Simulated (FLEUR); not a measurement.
# TmCu: parallel and opposed starts, part 2 of 2

Does TmCu prefer parallel or opposed moments?

FLEUR MaX-R8.1; PBEsol with U = 6 eV on Tm f; all-electron FLAPW, Dirac cores, scalar-relativistic bands. The settings are cheaper than careful work needs.

So far. Step 4 (Order 3, typed as antiferro q=(1/2,1/2,1/2) +-): It lies 1333 meV a seeded atom under the first start (under a U so large a difference can come mostly from another filling of the orbitals), and its largest moment is 1.12 μB against 1.42 μB. Step 5 (Run 4 (antiferro q=(0,0,1/2) +-)): It lies 1424 meV a seeded atom under the first start (under a U so large a difference can come mostly from another filling of the orbitals), and its largest moment is 1.90 μB against 1.42 μB.

**6. Start 5: no spin polarisation**

A spinless run shows what the cell costs with no moments; under a U that can hold a penalty on part-filled orbitals beside the lost exchange.

The k list default-1 (kpts.xml, not shown) is a Γ-centred 6×6×6 mesh.

Contents of inp.xml:

```
<?xml version="1.0" encoding="UTF-8" standalone="no"?>
<fleurInput fleurInputVersion="0.39">
   <comment>
      TmCu
   </comment>
   <calculationSetup>
      <cutoffs Kmax="3.6" Gmax="10.8" GmaxXC="10.8" numbands="0"/>
      <scfLoop itmax="130" minDistance="0.0001" maxIterBroyd="15" imix="Anderson" alpha="0.05" precondParam="0.7" spinf="2.0" sdNocoIR="T"/>
      <coreElectrons ctail="T" frcor="F" kcrel="0" coretail_lmax="0"/>
      <xcFunctional name="PBEs" relativisticCorrections="F"/>
      <magnetism jspins="1"/>
      <soc l_soc="F" theta="0.0" phi="0.0" spav="F"/>
      <expertModes spex="0" secvar="F"/>
      <geometryOptimization l_f="F" forcealpha="1.0" forcemix="BFGS" epsdisp="0.00001" epsforce="0.00001"/>
      <ldaU l_linMix="F" mixParam="0.05" spinf="1.0"/>
   </calculationSetup>
   <cell>
      <bzIntegration valenceElectrons="34.0" mode="hist" fermiSmearingEnergy="0.00293995">
         <kPointListSelection listName="default-1"/>
         <xi:include xmlns:xi="http://www.w3.org/2001/XInclude" href="kpts.xml"> </xi:include>
      </bzIntegration>
      <xi:include xmlns:xi="http://www.w3.org/2001/XInclude" href="sym.xml"> </xi:include>
      <bulkLattice scale="1.0">
         <bravaisMatrix>
            <row-1>    6.3957531810156389     0.0000000000000000     0.0000000000000000</row-1>
            <row-2>    0.0000000000000000     6.3957531810156389     0.0000000000000000</row-2>
            <row-3>    0.0000000000000000     0.0000000000000000     6.3957531810156389</row-3>
         </bravaisMatrix>
      </bulkLattice>
   </cell>
   <atomSpecies>
      <species name="Thulium (Tm)" element="Tm" atomicNumber="69">
         <mtSphere radius="2.7" gridPoints="893" logIncrement="0.015"/>
         <atomicCutoffs lmax="10" lnonsphr="8"/>
         <electronConfig flipSpins="F">
            <coreConfig>(1s1/2) (2s1/2) (2p1/2) (2p3/2) (3s1/2) (3p1/2) (3p3/2) (4s1/2) (3d3/2) (3d5/2) (4p1/2) (4p3/2) (4d3/2) (4d5/2)</coreConfig>
            <valenceConfig>(5s1/2) (5p1/2) (5p3/2) (6s1/2) (4f5/2) (4f7/2)</valenceConfig>
            <stateOccupation state="(4f5/2)" spinUp="2.785714" spinDown="2.785714"/>
            <stateOccupation state="(4f7/2)" spinUp="3.714286" spinDown="3.714286"/>
         </electronConfig>
         <energyParameters s="6" p="6" d="5" f="4"/>
         <ldaU l="3" U="6.0" J="0.0" l_amf="F"/>
         <lo type="SCLO" l="0" n="5" eDeriv="0"/>
         <lo type="SCLO" l="1" n="5" eDeriv="0"/>
      </species>
      <species name="Copper (Cu)" element="Cu" atomicNumber="29">
         <mtSphere radius="2.7" gridPoints="893" logIncrement="0.014"/>
         <atomicCutoffs lmax="10" lnonsphr="8"/>
         <electronConfig flipSpins="F">
            <coreConfig>(1s1/2) (2s1/2) (2p1/2) (2p3/2) (3s1/2) (3p1/2) (3p3/2)</coreConfig>
            <valenceConfig>(4s1/2) (3d3/2) (3d5/2)</valenceConfig>
            <stateOccupation state="(4s1/2)" spinUp="0.500000" spinDown="0.500000"/>
         </electronConfig>
         <energyParameters s="4" p="4" d="3" f="4"/>
      </species>
   </atomSpecies>
   <atomGroups>
      <atomGroup species="Thulium (Tm)">
         <relPos label="                   1">1.000/2.000 1.000/2.000 1.000/2.000</relPos>
         <force calculate="T" relaxXYZ="TTT"/>
      </atomGroup>
      <atomGroup species="Copper (Cu)">
         <relPos label="                   2">.0000000000 .0000000000 .0000000000</relPos>
         <force calculate="T" relaxXYZ="TTT"/>
      </atomGroup>
   </atomGroups>
   <output dos="F" band="F" slice="F">
      <bandDOS minEnergy="-.5*Htr" maxEnergy="0.5*Htr" sigma="0.015" storeEVData="T"/>
      <plotting iplot="0" polar="F">
         <plot TwoD="T" vec1="  1.0  0.0  0.0" vec2="  0.0  1.0  0.0" vec3="  0.0  0.0  1.0" zero="  0.0  0.0  0.0" file="plot"/>
      </plotting>
      <moessbauerParams electricFieldGradient="F" isomerShift="F" coreHyperfine="F" valenceHyperfine="F"/>
   </output>
</fleurInput>
```

Contents of crystal.txt:

```
TmCu
&input film=F cartesian=F /
3.38448683000  0.00000000000  0.00000000000
0.00000000000  3.38448683000  0.00000000000
0.00000000000  0.00000000000  3.38448683000
1.8897261246
1.0 1.0 1.0

2
69 0.50000000000  0.50000000000  0.50000000000
29 0.00000000000  0.00000000000  0.00000000000

&kpt div1=6 div2=6 div3=6 gamma=T /
```

Launch:

```console
$ OMP_NUM_THREADS=1 inpgen -f crystal.txt > inpgen.log  # inp.xml is then edited as shown
$ OMP_NUM_THREADS=1 mpirun -n 4 fleur_MPI > fleur.log
```

Elapsed: 8 s, on 4 MPI ranks of Intel Xeon 6975P-C (Granite Rapids), shared host; peak memory 0.24 GiB; 31 s of CPU time.

This step gave:

```yaml
free_energy: -414469.3456 eV
program_s_band_gap_on_this_mesh_in_a_metal_only_a_level_spacing: 0.001224 eV
final_state: non-magnetic (no spin polarisation)
```

It lies 776 meV a seeded atom over the first start (under a U so large a difference can come mostly from another filling of the orbitals).

**7. The states side by side**

Free energies are divided by the number of seeded atoms, so that cells of unlike size compare. Wavevectors q in the names are fractions of the primitive cell's reciprocal vectors.

Orders:

| start | final state | typed order kept | energy over the lowest (meV a seeded atom) | largest sphere moment (μB) | net moment (μB a primitive cell) | mesh matched | CPU time (s) |
| --- | --- | --- | --- | --- | --- | --- | --- |
| ferro + | ferromagnetic | yes | 1424 | 1.424 | 1.458 | yes | 51.93 |
| antiferro q=(0,1/2,1/2) +- | antiferromagnetic | yes | 0.4633 | 1.899 | 0 | yes | 763.1 |
| antiferro q=(1/2,1/2,1/2) +- | antiferromagnetic | yes | 90.83 | 1.122 | 0 | yes | 178 |
| antiferro q=(0,0,1/2) +- | antiferromagnetic | yes | 0 | 1.896 | 0 | yes | 164.7 |
| no spin polarisation | non-magnetic | - | 2200 | 0 | 0 | yes | 30.9 |

Eigenvalues of the occupation matrices of the first corrected atom:

| start | majority spin | minority spin |
| --- | --- | --- |
| ferro + | 0.99 0.99 0.99 0.99 0.99 0.99 0.99 | 0.99 0.99 0.99 0.99 0.53 0.53 0.53 |
| antiferro q=(0,1/2,1/2) +- | 1.00 1.00 1.00 1.00 1.00 1.00 1.00 | 1.00 1.00 1.00 1.00 0.99 0.07 0.07 |
| antiferro q=(1/2,1/2,1/2) +- | 0.99 0.99 0.99 0.99 0.99 0.98 0.98 | 0.99 0.99 0.98 0.98 0.93 0.93 0.00 |
| antiferro q=(0,0,1/2) +- | 1.00 1.00 1.00 1.00 1.00 1.00 1.00 | 1.00 1.00 1.00 1.00 0.99 0.07 0.07 |

**8. Outcome**

| Quantity | Value |
| --- | --- |
| moments, largest by run | 1.42, 1.90, 1.12, 1.90, 0 μB |
| spread of the energies | 2200 meV a seeded atom |

In words: No order can be named lowest. Under a U these runs seem to end in unlike orbital states: the occupations of the corrected shell differ between them, or their energies lie too far apart for exchange. The differences are then no exchange energies. Open f shells have many stationary orbital fillings, so the state need not be the lowest, and spin-only moments miss the orbital part.

[Logs and program files are shortened in this print: banners, set-up blocks, solver, clock and traceback lines can be left out without a mark of their own.]

[Logs are printed without paths, hosts, clocks, repeated set-up lines and the standing remarks that a program may print on its own settings, such as how far it seeks lower states.]

[Hosts, paths, dates, database ids (printed as entryN), source tags and the programs' standing remarks are cut or masked in the printed files.]

[Where a cell is said to come from a database of computed structures, the database is the Materials Project.]
